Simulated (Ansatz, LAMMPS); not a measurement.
## Structural relaxation of amorphous poly(vinyl fluoride) (as short chains C16F7H27), from a frame at 300 K (100 atoms)

Wanted: the relaxed structure of amorphous poly(vinyl fluoride) (as short chains C16F7H27), from a frame at 300 K (100 atoms) and its electronic structure.

Main program and level: Ansatz 0.2.0; Kohn-Sham DFT, RPBE+D3(BJ), PAW (set soft_2), plane waves.

### 1. Set-up

The cell holds 100 atoms: 32 C, 14 F and 54 H. Cell: a = 9.656 Å, b = 9.656 Å, c = 9.656 Å, α = 90.0°, β = 90.0°, γ = 90.0°. 2 poly(vinyl fluoride) chains of 7 units with methyl end groups placed at random, at 1.3 g/cm³; overlaps pushed apart, then 20 ps at 800 K with MMFF94 bonds, angles, torsions, charges and radii (Halgren, J. Comput. Chem. 17, 490 (1996)) in harmonic and 12-6 forms. Snapshot after 30 ps at 300 K and fixed volume.

Limits known from the start: The network of contacts between molecules at the start is that of the classical potential that made the cell. The density was typed from a rule of thumb and may lie off the real one at this temperature. The Brillouin zone is sampled at Γ only, in a cell whose shortest periodic width is 10 Å.

### 2. Single point at the start

A single point comes first, to see the forces before anything moves.

The input, input.yaml:

```yaml
crystal:
  lattice:
    - [9.65568, 0.0, 0.0]
    - [0.0, 9.65568, 0.0]
    - [0.0, 0.0, 9.65568]
  atoms:
    - { symbol: C, position: [0.69599, 0.61598, 0.58926] }
    - { symbol: C, position: [0.6399, 0.73603, 0.51037] }
    - { symbol: C, position: [0.70897, 0.73529, 0.3677] }
    - { symbol: F, position: [0.74055, 0.60389, 0.32715] }
    [... 90 atom lines left out ...]
    - { symbol: H, position: [0.10443, 0.52506, 0.40428] }
    - { symbol: H, position: [0.98847, 0.64203, 0.469] }
    - { symbol: H, position: [0.09038, 0.83302, 0.32327] }
    - { symbol: H, position: [0.07318, 0.54277, 0.17797] }
    - { symbol: H, position: [0.12961, 0.6924, 0.08285] }
    - { symbol: H, position: [0.97142, 0.68218, 0.15402] }
kpoints:
  mp_grid: { grid: [1, 1, 1] }
hamiltonian:
  xc: rpbe
  dispersion: d3bj
scf:
  occupations: { method: fixed }
output:
  forces: true
  stress: true
  populations: true
  dos:
    method: { smearing: { sigma: 0.1 } }
    de: 0.1
    projected: { site_lists: { C: [C], F: [F], H: [H] } }
  eigenvalues: true
```

On the command line:

```sh
> ansatz run input.yaml --threads 4 --pin off --max-ram 8192MiB --backend cpu --events-out ev --progress --plain --runs-dir out
```

The job ended after 2.5 s (4 threads of AMD EPYC 9R45, shared host; peak memory 1.1 GiB; 9 s of CPU time).

Numbers from this run:

| Property | Result |
| --- | --- |
| free energy | -20296.0591 eV |
| free energy per atom | -202.9606 eV/atom |
| SCF cycles | 9 |
| pressure | 5.359 GPa |
| r.m.s. force component | 1.084 eV/Å |
| longest force | 5.182 eV/Å |
| Fermi energy | -0.9372 eV |
| gap (highest filled to lowest empty level) | 6.317 eV |
| spilling of the projection | 0.01108 |

The r.m.s. force component of 1.1 eV/Å and the pressure of 5.4 GPa set the starting point.

Length of the force by element:

```tsv
element	coordination	atoms	mean length of the force (eV/Å)	spread	least	most
C	all	32	2.19	0.975	0.818	5.18
F	all	14	2.33	1.10	0.297	4.53
H	all	54	0.989	0.637	0.223	4.21
```

### 3. Relaxation

With the cell held, the atoms are moved downhill towards a nearby minimum.

input.yaml, the sections that differ from step 2:

```yaml
output:
  forces: true
relax:
  f_tol: 0.05
  max_steps: 200
# crystal, kpoints, hamiltonian, scf: as in step 2
```

Elapsed: 18 s, on 4 threads; peak memory 0.99 GiB.

Relaxation path:

```tsv
step	energy less that of the first step (eV)	largest force component (eV/Å)
1	0.0000	4.9863
2	-4.1211	1.7824
3	-4.8743	0.7788
4	-5.0377	0.3784
5	-5.1475	0.2194
6	-5.1954	0.2739
7	-5.2284	0.3550
8	-5.2525	0.3490
9	-5.2699	0.2358
10	-5.2823	0.1786
11	-5.2891	0.1589
12	-5.2940	0.0948
13	-5.2964	0.0432
14	-5.2964	0.0438
```

The atoms that moved most (Å):

```tsv
atom	dx	dy	dz	length
H99	-0.866	1.120	0.317	1.451
H27	-0.932	-0.751	0.192	1.212
H28	-0.121	-1.114	-0.158	1.131
H98	0.306	0.897	-0.418	1.036
H44	0.728	0.204	-0.294	0.811
F54	-0.354	-0.518	-0.432	0.761
C2	-0.335	-0.641	0.121	0.733
H25	-0.421	-0.583	0.118	0.729
```

The relaxation changed the energy by -53.0 meV/atom, and atoms moved by 0.48 Å r.m.s., 1.5 Å at most.

### 4. Distances and neighbours after relaxation

Bonds before and after, by the cutoffs listed below:

```tsv
pair	bonds before	bonds after	mean before (Å)	mean after (Å)	spread before (Å)	spread after (Å)
H-C	54	54	1.093	1.096	0.029	0.002
C-C	30	30	1.519	1.522	0.031	0.004
C-F	14	14	1.360	1.433	0.022	0.005
```

Density 1.3 g/cm³, 9.002 Å³ an atom.

Pair distribution functions g(r), in bins of 0.2 Å:

```tsv
r (Å)	total	H-H	H-C	H-F	C-C	C-F	F-F
1.00	3.29	0.00	9.50	0.00	0.00	0.00	0.00
1.20	0.06	0.00	0.16	0.00	0.00	0.00	0.00
1.40	0.49	0.00	0.00	0.00	0.00	5.50	0.00
1.60	0.93	0.00	0.00	0.00	9.00	0.00	0.00
1.80	0.59	2.03	0.00	0.00	0.00	0.00	0.00
2.00	0.26	0.06	0.00	1.61	0.00	0.00	0.00
2.20	1.62	0.40	4.30	0.10	0.00	0.00	0.00
2.40	1.17	2.03	0.00	1.52	0.00	3.88	0.00
2.60	1.48	1.59	0.53	3.50	2.99	0.00	0.00
2.80	1.01	0.79	1.42	1.34	0.00	0.89	0.47
3.00	0.94	1.38	0.72	0.90	0.07	1.41	0.80
3.20	0.70	0.88	0.42	0.55	0.55	1.25	2.13
3.40	0.83	0.47	0.91	1.68	0.12	1.10	0.32
3.60	0.74	0.68	1.01	0.55	0.10	0.80	1.15
3.80	0.84	1.02	0.78	0.71	0.71	0.94	0.51
4.00	0.85	0.75	0.86	1.04	1.02	0.59	0.70
4.20	0.99	0.92	1.18	0.92	0.68	0.99	1.04
4.40	1.05	1.23	0.95	1.00	0.83	1.07	1.54
4.60	1.07	1.07	1.03	1.06	1.19	1.14	0.87
```

Bonds by pair of elements; cutoffs follow the first minimum of g(r), held within bounds set by covalent radii, and pairs that aren't listed don't count as bonded:

```tsv
pair A-B	cutoff (Å)	bonds	mean length (Å)	spread (Å)	shortest (Å)	B about A	A about B
H-C	1.34	54	1.10	0.002	1.09	1	1.69
C-C	1.85	30	1.52	0.004	1.51	1.88	1.88
C-F	1.62	14	1.43	0.005	1.43	0.438	1
```

How many atoms have how many bonded neighbours:

```tsv
element	mean	1	4
C	4	0	32
F	1	14	0
H	1	54	0
```

Bond angles, per cent of each kind in bins of 5°:

```tsv
angle (°)	C-C-H	C-C-C	C-C-F	H-C-H	F-C-H
100–105	0.0	0.0	3.6	0.0	21.4
105–110	66.7	0.0	96.4	100.0	78.6
110–115	33.3	53.6	0.0	0.0	0.0
115–120	0.0	46.4	0.0	0.0	0.0
```

Bond angles (no mean is given where the spread exceeds 20°):

```tsv
angle	count	mean (°)	spread (°)
C-C-H	96	109	1.3
C-C-C	28	115	1.5
C-C-F	28	108	1.2
H-C-H	26	108	1
F-C-H	14	105	0.3
```

By these cutoffs all C atoms have 4, all F atoms have 1 and all H atoms have 1 bonded neighbour. The C-C-H angle averages 109° with a spread of 1.3°.

### 5. Single point at the relaxed geometry

The electronic structure is read at the final geometry, in a run of its own.

The input, input.yaml:

```yaml
crystal:
  lattice:
    - [9.65568, 0.0, 0.0]
    - [0.0, 9.65568, 0.0]
    - [0.0, 0.0, 9.65568]
  atoms:
    - { symbol: C, position: [0.68964, 0.5782, 0.62064] }
    - { symbol: C, position: [0.60523, 0.66965, 0.52292] }
    - { symbol: C, position: [0.68634, 0.71814, 0.39726] }
    - { symbol: F, position: [0.74373, 0.59781, 0.33066] }
    [... 90 atom lines left out ...]
    - { symbol: H, position: [0.14201, 0.54215, 0.37471] }
    - { symbol: H, position: [0.99551, 0.61977, 0.45326] }
    - { symbol: H, position: [0.06299, 0.84894, 0.3655] }
    - { symbol: H, position: [0.10485, 0.63567, 0.13471] }
    - { symbol: H, position: [0.0399, 0.80836, 0.11565] }
    - { symbol: H, position: [0.93961, 0.68116, 0.20177] }
kpoints:
  mp_grid: { grid: [1, 1, 1] }
hamiltonian:
  xc: rpbe
  dispersion: d3bj
scf:
  occupations: { method: fixed }
output:
  forces: true
  stress: true
  populations: true
  dos:
    method: { smearing: { sigma: 0.15 } }
    de: 0.1
    projected: { site_lists: { C: [C], F: [F], H: [H] } }
  eigenvalues: true
  write_density: true
  write_potential: true
  volumetric_format: npy
```

The job ended after 2.8 s (4 threads; peak memory 1.1 GiB).

Numbers from this run:

* free energy: -20301.3555 eV
* free energy per atom: -203.0136 eV/atom
* SCF cycles: 9
* pressure: 0.5823 GPa
* r.m.s. force component: 0.00856 eV/Å
* longest force: 0.06316 eV/Å
* Fermi energy: -1.248 eV
* gap (highest filled to lowest empty level): 6.585 eV
* spilling of the projection: 0.01098

Löwdin charges by element (they lack the spilled electrons, 0.031 e an atom on average):

```tsv
element	coordination	atoms	mean charge (e)	spread	least	most
C	all	32	-0.0861	0.270	-0.454	0.230
F	all	14	-0.320	0.0061	-0.331	-0.308
H	all	54	0.191	0.0104	0.161	0.215
```

Density of states as counts of states in windows of 1 eV (from the Fermi level), total and the larger projections:

```tsv
from (eV)	to (eV)	total	C p	F p	H s	C s
-10	-9	6.9	1.8	0.6	1.3	2.8
-9	-8	7.7	2.1	0.9	1.7	2.6
-8	-7	16.1	4.6	3.2	3.6	3.8
-7	-6	2.5	1.0	0.7	0.5	0.3
-6	-5	26.4	13.5	8.4	3.2	0.2
-5	-4	23.6	12.4	7.8	2.5	0.5
-4	-3	31.8	14.1	11.8	5.0	0.7
-3	-2	35.1	14.7	11.3	8.3	0.4
-2	-1	32.6	11.1	15.1	5.7	0.3
-1	0	36.3	15.1	14.7	5.9	0.3
0	1	1.0	0.5	0.4	0.2	0.0
1	5	0.0	0.0	0.0	0.0	0.0
```

With fixed occupations the program's Fermi level is the highest filled level; weight inside the gap is the broadening of levels at its edges.

Between -24 and -10 eV lie 60 more states.

The levels nearest the highest filled one (over half full), pooled over k-points and spins:

```tsv
level less the highest filled one (eV)	occupation
-0.306	2
-0.235	2
-0.169	2
-0.129	2
-0.0941	2
0	2
6.59	0
7.04	0
7.27	0
7.30	0
7.44	0
7.51	0
```

Mean Löwdin charges: C -0.09, F -0.32, H +0.19 e (they miss 1.1 % of the electrons, so they add up to more than the cell's charge).

1 further run on a deliberately doubtful input is not shown.

### 6. Results

```
energy change in the relaxation                      : -52.96 meV/atom
r.m.s. displacement                                  : 0.483 Å
largest displacement                                 : 1.451 Å
free energy per atom                                 : -203.0136 eV/atom
pressure                                             : 0.5823 GPa
r.m.s. force component                               : 0.00856 eV/Å
gap (highest filled to lowest empty level)     : 6.585 eV
wall time of the 4 DFT runs, those left out included : 35 s
```

**Reading.** Relaxation lowers the energy by 53.0 meV/atom and moves atoms by 0.48 Å r.m.s.; the r.m.s. force component goes from 1.1 to 0.0086 eV/Å, the pressure goes from 5.4 to 0.58 GPa, and the gap from 6.32 to 6.59 eV. By the final cutoffs no bond was broken or made. From the first step to the last the energy fell by 5.296 eV, and the largest move was 1.45 Å (H99). The C-F bonds change most in mean length: from 1.360 Å (spread 0.022) to 1.433 Å (spread 0.005). With the cutoffs above, all C atoms have 4, all F atoms have 1 and all H atoms have 1 bonded neighbour. The highest filled and lowest empty levels differ by 6.59 eV (at Γ alone); a semilocal functional tends to put such gaps too low. In a disordered cell it changes from sample to sample, and tail or defect levels can set it.

**Limits.** The network of contacts between molecules at the start is that of the classical potential that made the cell; in DFT atoms moved by 0.48 Å r.m.s.

[Logs are printed without paths, hosts, clocks, repeated set-up lines and the standing remarks that a program may print on its own settings, such as how far it seeks lower states.]

[Hosts, paths, dates, database ids (printed as entryN), source tags and the programs' standing remarks are cut or masked in the printed files.]

[The MMFF94 radii named for the starting cell were scaled by 0.96; in molecules described by MMFF94, hydrogen bound to N, O or S took a small fixed 12-6 site in their place.]
